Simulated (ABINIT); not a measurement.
# SiC (F-43m): G0W0 in ABINIT against the wavefunction cutoff in GW

Aim: move the wavefunction cutoff in GW of a G0W0 run on SiC (F-43m) over a wide range.

Main program and level: ABINIT 10.8.3; PBE and many-body steps on it, plane waves.

Most raw output is cut from this account.

## 1. The structure

It takes space group F-43m (No. 216, cubic). Conventional cell: a = 4.358 Å, b = 4.358 Å, c = 4.358 Å, α = 90.00°, β = 90.00°, γ = 90.00°. Nearest to Si lie 4 C at 1.89 Å. C has 4 Si at 1.89 Å nearest. Farther neighbours are not listed.

Coordinates:

```cif
data_structure
_symmetry_space_group_name_H-M 'F-43m'
_symmetry_Int_Tables_number 216
_cell_length_a 4.3580
_cell_length_b 4.3580
_cell_length_c 4.3580
_cell_angle_alpha 90.000
_cell_angle_beta 90.000
_cell_angle_gamma 90.000
_cell_volume 82.77
loop_
_atom_site_label
_atom_site_type_symbol
_atom_site_symmetry_multiplicity
_atom_site_Wyckoff_symbol
_atom_site_fract_x
_atom_site_fract_y
_atom_site_fract_z
_atom_site_occupancy
Si1 Si 4 a 0.00000 0.00000 0.00000 1
C1 C 4 d 0.25000 0.25000 0.75000 1
```

The cell and positions come from the Crystallography Open Database and are kept as given unless a step says otherwise.

## 2. Screening, 6×6×6 mesh, 19 bands, screening to 130.6 eV

This step: ABINIT 10.8.3; RPA screening on PBE, plane waves, norm-conserving pseudopotentials.

The RPA dielectric matrix is built and inverted for each q.

Contents of run.abi:

```
acell 3*1.0 Angstrom
rprim 
  -0.000000000000 2.179000000000 2.179000000000
  2.179000000000 -0.000000000000 2.179000000000
  2.179000000000 2.179000000000 -0.000000000000
ntypat 2
znucl 14 6
natom 2
typat 1 2
xred 
  0.000000000000 0.000000000000 0.000000000000
  0.250000000000 0.250000000000 0.250000000000
pp_dirpath "pseudos"
pseudos "Si.upf, C.upf"
ecut 37
ngkpt 6 6 6
nshiftk 1
shiftk 0 0 0
kptopt 1
chksymbreak 0
istwfk *1
occopt 1
irdwfk 1
optdriver 3
nband 19
ecuteps 4.8
inclvkb 2
awtr 1
symchi 1
ecutwfn 11.1
indata_prefix "in"
outdata_prefix "out"
tmpdata_prefix "tmp"
```

Command:

```bash
$ OMP_NUM_THREADS=1 mpirun -n 4 abinit run.abi > log
```

Elapsed: 2.4 s, on 4 MPI ranks of Arm Neoverse V2, shared host; peak memory 0.07 GiB.

This step gave:

* ε∞ with local fields, on this mesh, along the program's q direction: 7.155
* the same without local fields: 7.813
* plasma frequency: 23.07 eV
* plane waves in the screening matrix: 65

Local fields lower ε∞ by 8 %.

## 3. 11.1 Ha

This step: G0W0 on PBE, plane waves, norm-conserving pseudopotentials.

run.abi, as its differences from that of step 2:

```diff
@@ -23,8 +23,17 @@
 irdwfk 1
-optdriver 3
+optdriver 4
 nband 19
+gwcalctyp 0
+ecutsigx 11.1
+symsigma 1
+nkptgw 2
+kptgw 
+  0.0000000000 0.0000000000 0.0000000000
+  0.5000000000 0.5000000000 0.0000000000
+bdgw 
+  2 8
+  3 6
 ecuteps 4.8
-inclvkb 2
-awtr 1
-symchi 1
+irdscr 1
+ppmodel 1
 ecutwfn 11.1
```

The job ended after 1.7 s (4 MPI ranks; peak memory 0.07 GiB; 6.7 s of CPU time).

This step gave:

```
G0W0 gap on the points computed              : 1.833 eV
starting gap on the mesh                     : 1.361 eV
k of the valence top                         : 0, 0, 0
k of the conduction bottom                   : 0.5, 0.5, 0
Z at the valence top                         : 0.8
Z at the conduction bottom                   : 0.824
least direct G0W0 gap on the computed points : 5.494 eV
```

## 4. Screening, 6×6×6 mesh, 19 bands, screening to 130.6 eV

This step: RPA screening on PBE, plane waves, norm-conserving pseudopotentials.

run.abi, as its differences from that of step 3:

```diff
@@ -23,18 +23,9 @@
 irdwfk 1
-optdriver 4
+optdriver 3
 nband 19
-gwcalctyp 0
-ecutsigx 11.1
-symsigma 1
-nkptgw 2
-kptgw 
-  0.0000000000 0.0000000000 0.0000000000
-  0.5000000000 0.5000000000 0.0000000000
-bdgw 
-  2 8
-  3 6
 ecuteps 4.8
-irdscr 1
-ppmodel 1
-ecutwfn 11.1
+inclvkb 2
+awtr 1
+symchi 1
+ecutwfn 18.5
 indata_prefix "in"
```

It took 3.5 s on 4 MPI ranks; peak memory 0.29 GiB; 14 s of CPU time.

This step gave:

```yaml
eps_infinity_with_local_fields_on_this_mesh_along_the_program_s_q_direction: 7.091
the_same_without_local_fields: 7.745
plasma_frequency: 23.09 eV
plane_waves_in_the_screening_matrix: 65
```

## 5. 18.5 Ha

The self-energy is evaluated for the states that the input lists, and the levels follow from it, in one-shot runs by the linearised quasiparticle equation.

This step: G0W0 on PBE, plane waves, norm-conserving pseudopotentials.

run.abi, as its differences from that of step 4:

```diff
@@ -23,8 +23,17 @@
 irdwfk 1
-optdriver 3
+optdriver 4
 nband 19
+gwcalctyp 0
+ecutsigx 18.5
+symsigma 1
+nkptgw 2
+kptgw 
+  0.0000000000 0.0000000000 0.0000000000
+  0.5000000000 0.5000000000 0.0000000000
+bdgw 
+  2 8
+  3 6
 ecuteps 4.8
-inclvkb 2
-awtr 1
-symchi 1
+irdscr 1
+ppmodel 1
 ecutwfn 18.5
```

It took 1.9 s on 4 MPI ranks; peak memory 0.08 GiB; 7.2 s of CPU time.

Numbers from this step:

- G0W0 gap on the points computed: 1.881 eV
- starting gap on the mesh: 1.361 eV
- k of the valence top: 0, 0, 0
- k of the conduction bottom: 0.5, 0.5, 0
- Z at the valence top: 0.799
- Z at the conduction bottom: 0.824
- least direct G0W0 gap on the computed points: 5.525 eV

The gap on the mesh goes from 1.36 eV to 1.88 eV, a correction of +0.52 eV.

## 6. Screening, 6×6×6 mesh, 19 bands, screening to 130.6 eV

This step: RPA screening on PBE, plane waves, norm-conserving pseudopotentials.

run.abi, as its differences from that of step 5:

```diff
@@ -23,18 +23,9 @@
 irdwfk 1
-optdriver 4
+optdriver 3
 nband 19
-gwcalctyp 0
-ecutsigx 18.5
-symsigma 1
-nkptgw 2
-kptgw 
-  0.0000000000 0.0000000000 0.0000000000
-  0.5000000000 0.5000000000 0.0000000000
-bdgw 
-  2 8
-  3 6
 ecuteps 4.8
-irdscr 1
-ppmodel 1
-ecutwfn 18.5
+inclvkb 2
+awtr 1
+symchi 1
+ecutwfn 27.8
 indata_prefix "in"
```

Wall time 3 s (4 MPI ranks); peak memory 0.22 GiB; 12 s of CPU time.

This step gave:

| Quantity | Value |
| --- | --- |
| ε∞ with local fields, on this mesh, along the program's q direction | 7.077 |
| the same without local fields | 7.730 |
| plasma frequency | 23.09 eV |
| plane waves in the screening matrix | 65 |

## 7. 27.8 Ha

This step: G0W0 on PBE, plane waves, norm-conserving pseudopotentials.

run.abi, as its differences from that of step 6:

```diff
@@ -23,8 +23,17 @@
 irdwfk 1
-optdriver 3
+optdriver 4
 nband 19
+gwcalctyp 0
+ecutsigx 27.8
+symsigma 1
+nkptgw 2
+kptgw 
+  0.0000000000 0.0000000000 0.0000000000
+  0.5000000000 0.5000000000 0.0000000000
+bdgw 
+  2 8
+  3 6
 ecuteps 4.8
-inclvkb 2
-awtr 1
-symchi 1
+irdscr 1
+ppmodel 1
 ecutwfn 27.8
```

It took 1.9 s on 4 MPI ranks; peak memory 0.1 GiB.

This step gave:

```yaml
g0w0_gap_on_the_points_computed: 1.894 eV
starting_gap_on_the_mesh: 1.361 eV
k_of_the_valence_top: 0, 0, 0
k_of_the_conduction_bottom: 0.5, 0.5, 0
least_direct_g0w0_gap_on_the_computed_points: 5.533 eV
```

Against the run before, the gap moves by +0.013 eV.

## 8. Screening, 6×6×6 mesh, 19 bands, screening to 130.6 eV

This step: RPA screening on PBE, plane waves, norm-conserving pseudopotentials.

run.abi, as its differences from that of step 7:

```diff
@@ -23,18 +23,8 @@
 irdwfk 1
-optdriver 4
+optdriver 3
 nband 19
-gwcalctyp 0
-ecutsigx 27.8
-symsigma 1
-nkptgw 2
-kptgw 
-  0.0000000000 0.0000000000 0.0000000000
-  0.5000000000 0.5000000000 0.0000000000
-bdgw 
-  2 8
-  3 6
 ecuteps 4.8
-irdscr 1
-ppmodel 1
-ecutwfn 27.8
+inclvkb 2
+awtr 1
+symchi 1
 indata_prefix "in"
```

Elapsed: 5.6 s, on 4 MPI ranks; peak memory 0.43 GiB; 22 s of CPU time.

This step gave:

```
ε∞ with local fields, on this mesh, along the program's q direction : 7.076
the same without local fields                                       : 7.729
plasma frequency                                                    : 23.09 eV
plane waves in the screening matrix                                 : 65
```

## 9. 37 Ha

This step: G0W0 on PBE, plane waves, norm-conserving pseudopotentials.

run.abi, as its differences from that of step 8:

```diff
@@ -23,8 +23,17 @@
 irdwfk 1
-optdriver 3
+optdriver 4
 nband 19
+gwcalctyp 0
+ecutsigx 37
+symsigma 1
+nkptgw 2
+kptgw 
+  0.0000000000 0.0000000000 0.0000000000
+  0.5000000000 0.5000000000 0.0000000000
+bdgw 
+  2 8
+  3 6
 ecuteps 4.8
-inclvkb 2
-awtr 1
-symchi 1
+irdscr 1
+ppmodel 1
 indata_prefix "in"
```

It took 2.1 s on 4 MPI ranks; peak memory 0.12 GiB.

Numbers from this step:

- G0W0 gap on the points computed: 1.898 eV
- starting gap on the mesh: 1.361 eV
- k of the valence top: 0, 0, 0
- k of the conduction bottom: 0.5, 0.5, 0
- least direct G0W0 gap on the computed points: 5.536 eV

Against the run before, the gap moves by +0.004 eV.

## 10. Side by side

Times are wall times on 4 MPI ranks of Arm Neoverse V2, shared host, good to a factor of about two. A run's time includes the screening step that it read.

| run | mesh | bands | screening cutoff (eV) | DFT gap (eV) | gap on the mesh (eV) | direct (eV) | ε∞ used | time |
| --- | --- | --- | --- | --- | --- | --- | --- | --- |
| 11.1 Ha | 6×6×6 | 19 | 130.6 | 1.361 | 1.833 | 5.494 | 7.16 | 4.2 s |
| 18.5 Ha | 6×6×6 | 19 | 130.6 | 1.361 | 1.881 | 5.525 | 7.09 | 5.4 s |
| 27.8 Ha | 6×6×6 | 19 | 130.6 | 1.361 | 1.894 | 5.533 | 7.08 | 4.9 s |
| 37 Ha | 6×6×6 | 19 | 130.6 | 1.361 | 1.898 | 5.536 | 7.08 | 7.7 s |

## 11. Summary of results

```
11.1 Ha      : 1.833 eV
18.5 Ha      : 1.881 eV
27.8 Ha      : 1.894 eV
37 Ha        : 1.898 eV
known limits : not at the basis limit
```

**Reading.** The setting moved: wavefunction cutoff in GW. From 11.1 Ha to 37 Ha the gap moves by +0.07 eV. It holds to 0.03 eV from 18.5 Ha on. Bands and screening cutoff are coupled, so a series along one setting does not show full convergence. The exchange cutoff follows the wavefunction cutoff here. Bands and cutoff are finite, so the gap is not at the basis limit. The miss can reach some tenths of an eV and take either sign; the mesh is an error of its own. In the G0W0 runs levels were corrected at 2 k points alone, so a gap called «on the mesh» is the least over those, and an edge elsewhere would be missed.

[Paths, hosts, dates, memory and timing lines, banners, echoed tables and standing remarks are left out of the program output.]

[Logs are printed without paths, hosts, clocks, repeated set-up lines and the standing remarks that a program may print on its own settings, such as how far it seeks lower states.]

[Runs of the session that timed out or met a known fault of the program may be left out.]

[Hosts, paths, dates, database ids (printed as entryN), source tags and the programs' standing remarks are cut or masked in the printed files.]

[G0W0 gaps are taken among the corrected bands and points alone; a level outside them can change the order at an edge.]

[Where Ansatz stands beside ABINIT at settings called matched, ABINIT's density can come from a denser mesh and the files from another edition; pairs whose starting gaps differed by over 0.03 eV were left out, so agreement reads better than it is.]
